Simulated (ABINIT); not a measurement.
**A GW chain in ABINIT: WS2 (Tungstenite)**

How does a plane-wave GW calculation on WS2 (Tungstenite) run from the first input to the gap?

Main program and level: ABINIT 10.8.3; LDA and many-body steps on it, plane waves.

### 1. The structure

Symmetry: P6_3/mmc, No. 194, hexagonal system. Conventional cell: a = 3.153 Å, b = 3.153 Å, c = 12.323 Å, α = 90.00°, β = 90.00°, γ = 120.00°. Nearest to W lie 6 S at 2.40 Å. S has 3 W at 2.40 Å nearest. Farther neighbours and most contacts between anions are not listed.

The cell and positions come from the Crystallography Open Database and are kept as given unless a step says otherwise. Spin-orbit coupling is left out unless a step names it.

### 2. Ground state

This step: ABINIT 10.8.3; DFT, LDA, plane waves, norm-conserving pseudopotentials.

The ground-state density comes first.

run.abi

```
acell 3*1.0 Angstrom
rprim 
  3.153199999992 0.000000000002 0.000000000000
  -1.576599999998 2.730751303206 0.000000000000
  0.000000000000 0.000000000000 12.323000000000
ntypat 2
znucl 74 16
natom 6
typat 1 1 2 2 2 2
xred 
  0.333333333333 0.666666666667 0.250000000000
  0.666666666667 0.333333333333 0.750000000000
  0.333333333333 0.666666666667 0.622500000000
  0.666666666667 0.333333333333 0.122500000000
  0.333333333333 0.666666666667 0.877500000000
  0.666666666667 0.333333333333 0.377500000000
pp_dirpath "pseudos"
pseudos "W.upf, S.upf"
ecut 29
ngkpt 6 6 2
nshiftk 1
shiftk 0 0 0
kptopt 1
chksymbreak 0
nband 33
occopt 1
tolvrs 1e-10
nstep 60
prtwf 0
indata_prefix "in"
outdata_prefix "out"
tmpdata_prefix "tmp"
```

Run with:

```bash
> OMP_NUM_THREADS=1 mpirun -n 4 abinit run.abi > log
```

Numbers of over 12 decimals in the logs are rounded to 6 here.

Log:

```text
.Version 10.8.3 of ABINIT. v10.8.2 released Aug 2026.

 Symmetries : space group P6_3/m m c (#194); Bravais hP (primitive hexag.)
================================================================================
 Values of the parameters that define the memory need of the present run
     intxc =       0    ionmov =       0      iscf =       7    lmnmax =       8
     lnmax =       8     mgfft =     120  mpssoang =       4    mqgrid =    5646
     natom =       6  nloc_mem =       1    nspden =       1   nspinor =       1
    nsppol =       1      nsym =      24    n1xccc =    2501    ntypat =       2
    occopt =       1   xclevel =       1
-    mband =          33        mffmem =           1         mkmem =           4
       mpw =        5373          nfft =      108000          nkpt =          14
================================================================================
  Rough estimation (10% accuracy) of disk space for files :
================================================================================

--------------------------------------------------------------------------------
------------- Echo of variables that govern the present computation ------------
--------------------------------------------------------------------------------
 -outvars: echo values of preprocessed input variables --------
            acell      1.8897261259E+00  1.8897261259E+00  1.8897261259E+00 Bohr

      chksymbreak           0
             ecut      2.90000000E+01 Hartree
-          fftalg         312

              ixc       -1012
              kpt      0.00000000E+00  0.00000000E+00  0.00000000E+00
                       1.66666667E-01  0.00000000E+00  0.00000000E+00
                       3.33333333E-01  0.00000000E+00  0.00000000E+00
                       5.00000000E-01  0.00000000E+00  0.00000000E+00
                       1.66666667E-01  1.66666667E-01  0.00000000E+00
                       3.33333333E-01  1.66666667E-01  0.00000000E+00
                       3.33333333E-01  3.33333333E-01  0.00000000E+00
                       0.00000000E+00  0.00000000E+00  5.00000000E-01
                       1.66666667E-01  0.00000000E+00  5.00000000E-01
                       3.33333333E-01  0.00000000E+00  5.00000000E-01
                       5.00000000E-01  0.00000000E+00  5.00000000E-01
[...]
kptrlatt        6    0    0      0    6    0      0    0    2
          kptrlen      3.57521065E+01
P           mkmem           4
            natom           6
            nband          33
            ngfft          30      30     120
             nkpt          14
            nstep          60
             nsym          24
           ntypat           2
              occ      2.000000  2.000000  2.000000  2.000000  2.000000  2.000000
                       2.000000  2.000000  2.000000  2.000000  2.000000  2.000000
                       2.000000  2.000000  2.000000  2.000000  2.000000  2.000000
                       2.000000  2.000000  2.000000  2.000000  2.000000  2.000000
                       2.000000  2.000000  0.000000  0.000000  0.000000  0.000000
[...]
prtwf           0
            rprim      3.1532000000E+00  2.0000000000E-12  0.0000000000E+00
[...]
spgroup         194

           tolvrs      1.00000000E-10

             xred      3.3333333333E-01  6.6666666667E-01  2.5000000000E-01
[...]
znucl       74.00000   16.00000

================================================================================

 chkinp: Checking input parameters for consistency.

================================================================================
== DATASET  1 ==================================================================
-   mpi_nproc: 4, omp_nthreads: 1 (-1 if OMP is not activated)

--- !DatasetInfo
iteration_state: {dtset: 1, }
dimensions: {natom: 6, nkpt: 14, mband: 33, nsppol: 1, nspinor: 1, nspden: 1, mpw: 5373, }
cutoff_energies: {ecut:  29.0, pawecutdg:  -1.0, }
electrons: {nelect:   5.20000000E+01, charge:   0.00000000E+00, occopt:   1.00000000E+00, tsmear:   1.00000000E-02, }

 Real(R)+Recip(G) space primitive vectors, cartesian coordinates (Bohr,Bohr^-1):
 R(1)=  5.9586844  0.0000000  0.0000000  G(1)=  0.1678223  0.0968922  0.0000000
 R(2)= -2.9793422  5.1603721  0.0000000  G(2)=  0.0000000  0.1937845  0.0000000
 R(3)=  0.0000000  0.0000000 23.2870950  G(3)=  0.0000000  0.0000000  0.0429422
 Unit cell volume ucvol=  7.1605555E+02 bohr^3
 Angles (23,13,12)=  9.00000000E+01  9.00000000E+01  1.20000000E+02 degrees

 getcut: wavevector=  0.0000  0.0000  0.0000  ngfft=  30  30 120
         ecut(hartree)=     29.000   => boxcut(ratio)=   2.07840

--- Pseudopotential description ------------------------------------------------
- W Generated using ONCVPSP code by D. R. Hamann
- 74.00000  14.00000  180309                  znucl, zion, pspdat
12 -1012 3 -1 1380                            pspcod,pspxc,lmax,lloc,mmax
     nproj     2     2     2     2
  pspatm : epsatm=   11.27607432
         --- l  ekb(1:nproj) -->
[...]
pspatm: atomic psp has been read  and splines computed

- S Generated using ONCVPSP code by D. R. Hamann
- 16.00000   6.00000  180309                  znucl, zion, pspdat
[...]
ETOT  7  -196.28504494254    -1.022E-07 9.011E-04 1.242E-05
 ETOT  8  -196.28504494455    -2.010E-09 7.640E-04 1.030E-07
 ETOT  9  -196.28504494460    -5.096E-11 3.944E-04 4.821E-08
 ETOT 10  -196.28504494461    -7.702E-12 2.762E-04 1.513E-09
 ETOT 11  -196.28504494461    -3.695E-13 1.349E-04 4.111E-11

 At SCF step   11       vres2   =  4.11E-11 < tolvrs=  1.00E-10 =>converged.

 Cartesian components of stress tensor (hartree/bohr^3)
  sigma(1 1)=  1.49111571E-04  sigma(3 2)=  0.00000000E+00
  sigma(2 2)=  1.49111571E-04  sigma(3 1)=  0.00000000E+00
  sigma(3 3)=  1.52995643E-04  sigma(2 1)=  0.00000000E+00

--- !ResultsGS
iteration_state: {dtset: 1, }
comment   : Summary of ground state results
lattice_vectors:
- [  5.9586844,   0.0000000,   0.0000000, ]
- [ -2.9793422,   5.1603721,   0.0000000, ]
- [  0.0000000,   0.0000000,  23.2870950, ]
lattice_lengths: [   5.95868,    5.95868,   23.28710, ]
lattice_angles: [ 90.000,  90.000, 120.000, ] # degrees, (23, 13, 12)
lattice_volume:   7.1605555E+02
convergence: {deltae: -3.695E-13, res2:  4.111E-11, residm:  1.349E-04, diffor: null, }
etotal    :  -1.96285045E+02
entropy   :   0.00000000E+00
fermie    :   3.42603166E-01
cartesian_stress_tensor: # hartree/bohr^3
- [  1.49111571E-04,   0.00000000E+00,   0.00000000E+00, ]
- [  0.00000000E+00,   1.49111571E-04,   0.00000000E+00, ]
- [  0.00000000E+00,   0.00000000E+00,   1.52995643E-04, ]
pressure_GPa:  -4.4251E+00
xred      :
- [  3.3333E-01,   6.6667E-01,   2.5000E-01,  W]
- [  6.6667E-01,   3.3333E-01,   7.5000E-01,  W]
- [  3.3333E-01,   6.6667E-01,   6.2250E-01,  S]
- [  6.6667E-01,   3.3333E-01,   1.2250E-01,  S]
- [  3.3333E-01,   6.6667E-01,   8.7750E-01,  S]
- [  6.6667E-01,   3.3333E-01,   3.7750E-01,  S]
cartesian_forces: # hartree/bohr
- [ -4.70714436E-30,  -4.34827370E-30,  -2.89120579E-19, ]
- [  3.76571549E-30,   5.43534212E-31,  -2.89120579E-19, ]
- [ -1.88285774E-30,   5.43534212E-31,   7.44270328E-03, ]
- [ -4.70714436E-31,  -2.71767106E-31,   7.44270328E-03, ]
- [  9.41428871E-31,   5.43534212E-31,  -7.44270328E-03, ]
- [  2.35357218E-30,   2.98943817E-30,  -7.44270328E-03, ]
force_length_stats: {min:   2.89120579E-19, max:   7.44270328E-03, mean:   4.96180219E-03, }

 Integrated electronic density in atomic spheres:
 ------------------------------------------------
 Atom  Sphere_radius  Integrated_density
[...]
================================================================================

 ----iterations are completed or convergence reached----

 Mean square residual over all n,k,spin=   93.867E-08; max=  13.489E-05
 reduced coordinates (array xred) for    6 atoms
[...]
0.666666666667      0.333333333333      0.750000000000
       0.333333333333      0.666666666667      0.622500000000
       0.666666666667      0.333333333333      0.122500000000
       0.333333333333      0.666666666667      0.877500000000
       0.666666666667      0.333333333333      0.377500000000
 rms dE/dt=  8.1703E-02; max dE/dt=  1.7332E-01; dE/dt below (all hartree)
    1       0.000000000000      0.000000000000      0.000000000000
    2      -0.000000000000      0.000000000000     -0.000000000000
    3       0.000000000000      0.000000000000     -0.173318938691
    4       0.000000000000      0.000000000000     -0.173318938691
    5       0.000000000000      0.000000000000      0.173318938691
    6      -0.000000000000      0.000000000000      0.173318938691

 cartesian coordinates (angstrom) at end:
    1     -1.33e-12     1.820501     3.080750
    2      1.576600     0.910250     9.242250
    3     -1.33e-12     1.820501     7.671068
    4      1.576600     0.910250     1.509567
[...]
cartesian forces (hartree/bohr) at end:
[...]
frms,max,avg= 3.5085240E-03 7.4427033E-03   0.000E+00  0.000E+00  0.000E+00 h/b

 cartesian forces (eV/Angstrom) at end:
[...]
2      0.000000     0.000000    -0.000000
    3     -0.000000     0.000000     0.382719
    4     -0.000000    -0.000000     0.382719
    5      0.000000     0.000000    -0.382719
    6      0.000000     0.000000    -0.382719
 frms,max,avg= 1.8041556E-01 3.8271919E-01   0.000E+00  0.000E+00  0.000E+00 e/A
 length scales=  1.889726125908  1.889726125908  1.889726125908 bohr
              =  1.000000000000  1.000000000000  1.000000000000 angstroms
 prteigrs : about to open file out_EIG
 Fermi (or HOMO) energy (hartree) =   0.34260   Average Vxc (hartree)=  -0.42264
 Eigenvalues (hartree) for nkpt=  14  k points:
 kpt#   1, nband= 33, wtk=  0.01389, kpt=  0.0000  0.0000  0.0000 (reduced coord)
  -2.39859   -2.39859   -1.08515   -1.08515   -1.07791   -1.07791   -1.07790   -1.07790
  -0.22980   -0.22105   -0.17277   -0.15605    0.06125    0.10127    0.19981    0.21492
   0.21492    0.21542    0.21542    0.26047    0.26047    0.26244    0.26244    0.28890
   0.29574    0.34260    0.42693    0.42706    0.42731    0.42778    0.42943    0.43139
   0.43643
 prteigrs : prtvol=0 or 1, do not print more k-points.

--- !EnergyTerms
iteration_state     : {dtset: 1, }
comment             : Components of total free energy in Hartree
kinetic             :  5.62906969129585E+01
hartree             :  5.12847839726938E+01
xc                  : -4.57024051665024E+01
Ewald energy        : -1.20345391836037E+02
psp_core            :  4.14936737777677E+00
local_psp           : -1.73501124928878E+02
non_local_psp       :  3.15390287233830E+01
total_energy        : -1.96285044944606E+02
total_energy_eV     : -5.34118817229741E+03
band_energy         : -1.82575687530673E+01

 Cartesian components of stress tensor (hartree/bohr^3)
  sigma(1 1)=  1.49111571E-04  sigma(3 2)=  0.00000000E+00
  sigma(2 2)=  1.49111571E-04  sigma(3 1)=  0.00000000E+00
  sigma(3 3)=  1.52995643E-04  sigma(2 1)=  0.00000000E+00

-Cartesian components of stress tensor (GPa)         [Pressure= -4.4251E+00 GPa]
- sigma(1 1)=  4.38701389E+00  sigma(3 2)=  0.00000000E+00
- sigma(2 2)=  4.38701389E+00  sigma(3 1)=  0.00000000E+00
- sigma(3 3)=  4.50128722E+00  sigma(2 1)=  0.00000000E+00

== END DATASET(S) ==============================================================
================================================================================

 -outvars: echo values of variables after computation  --------
           etotal     -1.9628504494E+02
            nband          33
             nkpt          14
          spgroup         194
 [... the other variables as echoed above ...]

 Calculation completed.
```

It took 37 s on 4 MPI ranks of Arm Neoverse V1, shared host; peak memory 0.36 GiB.

Numbers from this step:

```
total energy               : -5341.1882 eV
gap                        : 0.9078 eV
k of the valence top       : 0, 0, 0
k of the conduction bottom : 0.1667, 0.1667, 0
least direct gap           : 1.813 eV
pressure                   : -4.425 GPa
```

The gap is indirect, with the least direct gap 0.91 eV higher.

The cutoff was set for levels, not for stress, so the pressure can be off by some GPa.

[end of part 1 of 3]

[Paths, hosts, dates, memory and timing lines, banners, echoed tables and standing remarks are left out of the program output.]

[Logs are printed without paths, hosts, clocks, repeated set-up lines and the standing remarks that a program may print on its own settings, such as how far it seeks lower states.]

[Runs of the session that timed out or met a known fault of the program may be left out.]

[Hosts, paths, dates, database ids (printed as entryN), source tags and the programs' standing remarks are cut or masked in the printed files.]

[G0W0 gaps are taken among the corrected bands and points alone; a level outside them can change the order at an edge.]

[Where Ansatz stands beside ABINIT at settings called matched, ABINIT's density can come from a denser mesh and the files from another edition; pairs whose starting gaps differed by over 0.03 eV were left out, so agreement reads better than it is.]
